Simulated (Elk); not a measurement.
**AlNi3: which magnetic order is lowest**

Does AlNi3 prefer parallel or opposed moments, or none?

Main program and level: Elk 11.2.3 (patched build); PBE; all-electron APW+lo, Dirac cores, scalar-relativistic bands.

## (1) Starting point

Symmetry: Pm-3m, No. 221, cubic system. The conventional cell has a = 3.523 Å, b = 3.523 Å, c = 3.523 Å, α = 90.00°, β = 90.00°, γ = 90.00°. Al has 12 Ni at 2.49 Å nearest. Ni has 4 Al at 2.49 Å and 8 Ni at 2.49 Å nearest. Farther neighbours are not listed.

Structure file:

```cif
data_structure
_symmetry_space_group_name_H-M 'Pm-3m'
_symmetry_Int_Tables_number 221
_cell_length_a 3.5231
_cell_length_b 3.5231
_cell_length_c 3.5231
_cell_angle_alpha 90.000
_cell_angle_beta 90.000
_cell_angle_gamma 90.000
_cell_volume 43.73
loop_
_atom_site_label
_atom_site_type_symbol
_atom_site_symmetry_multiplicity
_atom_site_Wyckoff_symbol
_atom_site_fract_x
_atom_site_fract_y
_atom_site_fract_z
_atom_site_occupancy
Al1 Al 1 a 0.00000 0.00000 0.00000 1
Ni1 Ni 3 c 0.00000 0.50000 0.50000 1
```

The cell comes from a database of computed structures and need not be the stable phase.

## (2) Start 1: ferro +++

The parallel start comes first: it fits the smallest cell, keeps the most symmetry and shows whether parallel moments form.

Moments are seeded by fields in the spheres (the last three columns under atoms), set against the wanted direction and reduced each loop.

Contents of elk.in:

```
tasks
  0
  33
  73

xctype
  20

reducebf
  0.5

epsengy
  1e-05

maxscl
  100

rgkmax
  7.0

nempty
  8

swidth
  0.003

lmaxi
  3

spinpol
  .true.

sppath
  './'

avec
  6.65760855553 0.00000000000 0.00000000000
  0.00000000000 6.65760855553 0.00000000000
  0.00000000000 0.00000000000 6.65760855553

atoms
  2
  'Al.in'
  1
  0.0000000000 0.0000000000 0.0000000000   0.000000 0.000000 0.000000
  'Ni.in'
  3
  0.0000000000 0.5000000000 0.5000000000   0.000000 0.000000 -0.030000
  0.5000000000 0.0000000000 0.5000000000   0.000000 0.000000 -0.030000
  0.5000000000 0.5000000000 0.0000000000   0.000000 0.000000 -0.030000

ngridk
  8 8 8

plot3d
  0 0 0
  1 0 0
  0 1 0
  0 0 1
  18 18 18
```

On the command line:

```sh
OMP_NUM_THREADS=4 elk
```

Numbers of over 12 decimals in the logs are rounded to 6 here.

What it wrote:

```text
Warning(init1): few empty states an atom for a second variation :    8.000000000
 they are its basis, with spin, DFT+U, afieldc (12 by default), in Hartree-Fock and RDMFT; 30 and more for pressures
Warning(gndstate): core states of species 1 leak from the muffin-tin :   0.4846482722E-03
Warning(gndstate): core states of species 2 leak from the muffin-tin :   0.4139346939E-03

--- INFO.OUT ---
┌─────────────────────────┐
│ Elk code version 11.2.3 │
└─────────────────────────┘

All units are atomic (Hartree, Bohr, etc.)

┌─────────────────────────────────────────────────┐
│ Ground-state run starting from atomic densities │
└─────────────────────────────────────────────────┘

Lattice vectors :
   6.657608556       0.000000000       0.000000000
   0.000000000       6.657608556       0.000000000
   0.000000000       0.000000000       6.657608556

Reciprocal lattice vectors :
  0.9437600987       0.000000000       0.000000000
   0.000000000      0.9437600987       0.000000000
   0.000000000       0.000000000      0.9437600987

Unit cell volume      :    295.0901884
Brillouin zone volume :   0.8405911928

Muffin-tin inner radius fraction :   0.1000000000E-01

Nuclei treated as point charges

Species : 1 (Al)
 parameters loaded from : Al.in
 name : aluminium
 nuclear charge    :   -13.00000000
 electronic charge :    13.00000000
 atomic mass :    49184.33496
 muffin-tin radius :    2.200000000
 number of radial points in muffin-tin :    793
 inner part over the whole radius :   0.9821194981E-02
 number on inner part of muffin-tin    :    552
 approximate nuclear radius :   0.5839653600E-04
 number of mesh points to nuclear radius :    244
 atomic positions (lattice), magnetic fields (Cartesian) :
  1 :   0.00000000  0.00000000  0.00000000    0.00000000  0.00000000  0.00000000

Species : 2 (Ni)
 parameters loaded from : Ni.in
 name : nickel
 nuclear charge    :   -28.00000000
 electronic charge :    28.00000000
 atomic mass :    106991.5231
 muffin-tin radius :    2.328820078
 number of radial points in muffin-tin :    993
 inner part over the whole radius :   0.9875947638E-02
 number on inner part of muffin-tin    :    700
 approximate nuclear radius :   0.7325707712E-04
 number of mesh points to nuclear radius :    335
 atomic positions (lattice), magnetic fields (Cartesian) :
  1 :   0.00000000  0.50000000  0.50000000    0.00000000  0.00000000 -0.03000000
  2 :   0.50000000  0.00000000  0.50000000    0.00000000  0.00000000 -0.03000000
  3 :   0.50000000  0.50000000  0.00000000    0.00000000  0.00000000 -0.03000000

Total number of atoms per unit cell :    4
Total muffin-tin volume :    203.3171288
 ratio of muffin-tin to unit cell volume :   0.6889999626

Spin treatment :
 spin-polarised
 global magnetic field (Cartesian) :    0.000000000       0.000000000       0.000000000
 collinear magnetisation in z-direction

Number of Bravais lattice symmetries :   48
Number of crystal symmetries         :   48
Crystal has inversion symmetry
Real symmetric eigensolver will be used

k-point grid :      8     8     8
k-point offset :    0.000000000       0.000000000       0.000000000
k-point set is reduced with full crystal symmetry group
Total number of k-points :       35

Muffin-tin radius times maximum |G+k| :    7.000000000
 using average radius
Maximum |G+k| for APW functions       :    3.047963991
Maximum (1/2)|G+k|²                   :    4.645042246
Maximum |G| for potential and density :    12.00000000
Constant for pseudocharge density :    7
 order of it for each species :   14  14
 order of it for pair densities of each species (exact exchange by exxq0 0: 14) :    9  10
Radial integration step length :    1

G-vector grid sizes :     27    27    27
Number of G-vectors :     8601

Maximum angular momentum used for
 APW functions            :    8
 outer part of muffin-tin :    6
 inner part of muffin-tin :    3

Total nuclear charge    :   -97.00000000
Total core charge       :    40.00000000
Total valence charge    :    57.00000000
Total excess charge     :    0.000000000
Total electronic charge :    97.00000000

Effective Wigner radius, rₛ :   0.8988725997

Number of empty states         :     32
Total number of valence states :    122
Total number of core states    :     40

Third-order local-orbitals added for an l without core states : T
Total number of local-orbitals :     76

Exchange-correlation functional :     20     0     0
 Perdew-Burke-Ernzerhof, Phys. Rev. Lett. 77, 3865 (1996)
 gradient requirement :    1
 generalised gradient approximation (GGA)

Smearing type :    3
 Fermi-Dirac
Smearing width :   0.3000000000E-02
Effective electronic temperature (K) :    947.3250744

Mixing type :    3
 Broyden mixing, J. Phys. A: Math. Gen. 17, L317 (1984)

Kohn-Sham potential initialised from atomic data

┌──────────────────────────────┐
│ Self-consistent loop started │
└──────────────────────────────┘

┌─────────────────┐
│ Loop number : 1 │
└─────────────────┘

Energies :
 Fermi                       :     0.220025
 sum of occupied eigenvalues :     -2757.3702562221
 electron kinetic            :      4877.4693969436
 core electron kinetic       :      4340.5576044773
 Coulomb                     :     -9473.7632612398
 Coulomb potential           :     -7354.0953870402
 nuclear-nuclear             :     -838.53197100836
 electron-nuclear            :     -9947.9113932226
 Hartree                     :      1312.6801029911
 Madelung                    :     -5796.7155677197
 xc potential                :     -280.54964883643
 xc effective B-field        :    -0.77431148655944E-01
 external B-field            :      0.000000
 exchange                    :     -204.95323560108
 correlation                 :     -4.551088
 electron entropic           :    -0.34822435908870E-02
 total energy                :     -4805.8016697044
 (external B-field energy excluded from total)

Density of states at Fermi energy :    119.5751906
 (states/Hartree/unit cell)

Estimated indirect band gap :   0.3791610765E-03
 from k-point 19 to k-point 13
Estimated direct band gap   :   0.2217313060E-02
 at k-point 6

Charges :
 core                        :    40.00000000
 valence                     :    57.00000000
 interstitial                :    3.635602695
 muffin-tins (core leakage)
  species : 1 (Al)
   atom 1                    :    11.38100236     (  0.5161991732E-03)
  species : 2 (Ni)
   atom 1                    :    27.32779832     (  0.4140243280E-03)
   atom 2                    :    27.32779832     (  0.4140243280E-03)
   atom 3                    :    27.32779832     (  0.4140243280E-03)
 total in muffin-tins        :    93.36439730
 total calculated charge     :    96.99739786
 total charge                :    97.00000000
 error                       :   0.2602138809E-02

Moments :
 interstitial                :  -0.1894771765
 muffin-tins
  species : 1 (Al)
   atom 1                    :  -0.7497640861E-01
  species : 2 (Ni)
   atom 1                    :   0.9954026785
   atom 2                    :   0.9954026785
   atom 3                    :   0.9954026785
 total in muffin-tins        :    2.911231627
 total moment                :    2.721754450

┌─────────────────┐
│ Loop number : 2 │
└─────────────────┘

Energies :
 Fermi                       :     0.220771
 sum of occupied eigenvalues :     -2757.2892817001
 electron kinetic            :      4871.1489275311
 core electron kinetic       :      4337.6498818056
 Coulomb                     :     -9473.8184197285
 Coulomb potential           :     -7354.0548910508
 nuclear-nuclear             :     -838.53197100836
 electron-nuclear            :     -9948.0631590430
 Hartree                     :      1312.7767103229
 Madelung                    :     -5796.7909742031
 xc potential                :     -274.25787045899
 xc effective B-field        :    -0.76822434869749E-01
 external B-field            :      0.000000
 exchange                    :     -204.95865383977
 correlation                 :     -4.551107
 electron entropic           :    -0.34877645656762E-02
 total energy                :     -4812.1827411257
 (external B-field energy excluded from total)

Density of states at Fermi energy :    119.9375686
 (states/Hartree/unit cell)

Estimated indirect band gap :   0.1961742353E-03
 from k-point 19 to k-point 27
Estimated direct band gap   :   0.2218568980E-02
 at k-point 6

Charges :
 core                        :    40.00000000
 valence                     :    57.00000000
 interstitial                :    3.633547861
 muffin-tins (core leakage)
  species : 1 (Al)
   atom 1                    :    11.38082237     (  0.5158347877E-03)
  species : 2 (Ni)
   atom 1                    :    27.32854326     (  0.4139413574E-03)
   atom 2                    :    27.32854326     (  0.4139413574E-03)
   atom 3                    :    27.32854326     (  0.4139413574E-03)
 total in muffin-tins        :    93.36645214
 total calculated charge     :    96.99739923
 total charge                :    97.00000000
 error                       :   0.2600771790E-02

Moments :
 interstitial                :  -0.1896892206
 muffin-tins
  species : 1 (Al)
   atom 1                    :  -0.7506964668E-01
  species : 2 (Ni)
   atom 1                    :   0.9907801822
   atom 2                    :   0.9907801822
   atom 3                    :   0.9907801822
 total in muffin-tins        :    2.897270900
 total moment                :    2.707581679

RMS change in Kohn-Sham potential (target) :    5.596607907     (  0.1000000000E-05)
Absolute change in total energy (target)   :    6.381071421     (  0.1000000000E-04)

[... loops 3 to 19 left out ...]

┌──────────────────┐
│ Loop number : 20 │
└──────────────────┘

Energies :
 Fermi                       :     0.308564
 sum of occupied eigenvalues :     -2746.4503019306
 electron kinetic            :      4878.8291762864
 core electron kinetic       :      4340.6283665698
 Coulomb                     :     -9474.6134064485
 Coulomb potential           :     -7353.1548938152
 nuclear-nuclear             :     -838.53197100836
 electron-nuclear            :     -9950.6473220887
 Hartree                     :      1314.5658866485
 Madelung                    :     -5798.0359595409
 xc potential                :     -272.12166125204
 xc effective B-field        :    -0.29232525915746E-02
 external B-field            :      0.000000
 exchange                    :     -205.03168033394
 correlation                 :     -4.552960
 electron entropic           :    -0.32234849141765E-02
 total energy                :     -4805.3720944254
 (external B-field energy excluded from total)

Density of states at Fermi energy :    109.5419358
 (states/Hartree/unit cell)

Estimated indirect band gap :   0.1779764816E-03
 from k-point 10 to k-point 34
Estimated direct band gap   :   0.1141698724E-02
 at k-point 1

Charges :
 core                        :    40.00000000
 valence                     :    57.00000000
 interstitial                :    3.561745068
 muffin-tins (core leakage)
  species : 1 (Al)
   atom 1                    :    11.41367150     (  0.4846482720E-03)
  species : 2 (Ni)
   atom 1                    :    27.34152781     (  0.4139346843E-03)
   atom 2                    :    27.34152781     (  0.4139346843E-03)
   atom 3                    :    27.34152781     (  0.4139346843E-03)
 total in muffin-tins        :    93.43825493
 total calculated charge     :    96.99748013
 total charge                :    97.00000000
 error                       :   0.2519872799E-02

Moments :
 interstitial                :  -0.2843882038E-01
 muffin-tins
  species : 1 (Al)
   atom 1                    :  -0.1164950181E-01
  species : 2 (Ni)
   atom 1                    :   0.1791399271
   atom 2                    :   0.1791399271
   atom 3                    :   0.1791399271
 total in muffin-tins        :   0.5257702796
 total moment                :   0.4973314592

RMS change in Kohn-Sham potential (target) :   0.1108377727E-06 (  0.1000000000E-05)
Absolute change in total energy (target)   :   0.5777628758E-05 (  0.1000000000E-04)

Convergence targets achieved

┌──────────────────┐
│ Loop number : 21 │
└──────────────────┘

Energies :
 Fermi                       :     0.308564
 sum of occupied eigenvalues :     -2746.4503013378
 electron kinetic            :      4878.8291780229
 core electron kinetic       :      4340.6283667914
 Coulomb                     :     -9474.6134082260
 Coulomb potential           :     -7353.1548918145
 nuclear-nuclear             :     -838.53197100836
 electron-nuclear            :     -9950.6473279969
 Hartree                     :      1314.5658907793
 Madelung                    :     -5798.0359623187
 xc potential                :     -272.12166467024
 xc effective B-field        :    -0.29228305008158E-02
 external B-field            :      0.000000
 exchange                    :     -205.03168032458
 correlation                 :     -4.552960
 electron entropic           :    -0.32235483783183E-02
 total energy                :     -4805.3720945383
 (external B-field energy excluded from total)

Density of states at Fermi energy :    109.5444432
 (states/Hartree/unit cell)

Estimated indirect band gap :   0.1774413654E-03
 from k-point 10 to k-point 34
Estimated direct band gap   :   0.1142541278E-02
 at k-point 1

Charges :
 core                        :    40.00000000
 valence                     :    57.00000000
 interstitial                :    3.561744932
 muffin-tins (core leakage)
  species : 1 (Al)
   atom 1                    :    11.41367140     (  0.4846482722E-03)
  species : 2 (Ni)
   atom 1                    :    27.34152789     (  0.4139346939E-03)
   atom 2                    :    27.34152789     (  0.4139346939E-03)
   atom 3                    :    27.34152789     (  0.4139346939E-03)
 total in muffin-tins        :    93.43825507
 total calculated charge     :    96.99748013
 total charge                :    97.00000000
 error                       :   0.2519872315E-02

Moments :
 interstitial                :  -0.2843460464E-01
 muffin-tins
  species : 1 (Al)
   atom 1                    :  -0.1164791863E-01
  species : 2 (Ni)
   atom 1                    :   0.1791272467
   atom 2                    :   0.1791272467
   atom 3                    :   0.1791272467
 total in muffin-tins        :   0.5257338215
 total moment                :   0.4972992169

┌──────────────────────────────┐
│ Self-consistent loop stopped │
└──────────────────────────────┘

Warning : core states of species 1 leak from the muffin-tin :   0.4846482722E-03

Warning : core states of species 2 leak from the muffin-tin :   0.4139346939E-03

Wrote STATE.OUT
```

Elapsed: 1.8 min, on 4 threads of Arm Neoverse V2, shared host; peak memory 0.44 GiB; 6.9 min of CPU time.

Spin moment in the muffin-tin sphere by atom:

```
atom  spin moment in the muffin-tin sphere (μB)
 Al1                                     -0.012
 Ni2                                      0.179
 Ni3                                      0.179
 Ni4                                      0.179
```

This step gave:

```yaml
density_of_states_at_the_fermi_level: 4.026 states/eV/cell
moment_between_the_spheres: -0.02843 μB
magnetization: 0.4973 μB
final_state: ferromagnetic
```

After 21 cycles the largest moment stands at 0.179 μB.

(Part 1 of 2 ends here.)

[Logs and program files are shortened in this print: banners, set-up blocks, solver, clock and traceback lines can be left out without a mark of their own.]

[Logs are printed without paths, hosts, clocks, repeated set-up lines and the standing remarks that a program may print on its own settings, such as how far it seeks lower states.]

[Hosts, paths, dates, database ids (printed as entryN), source tags and the programs' standing remarks are cut or masked in the printed files.]

[Where a cell is said to come from a database of computed structures, the database is the Materials Project.]
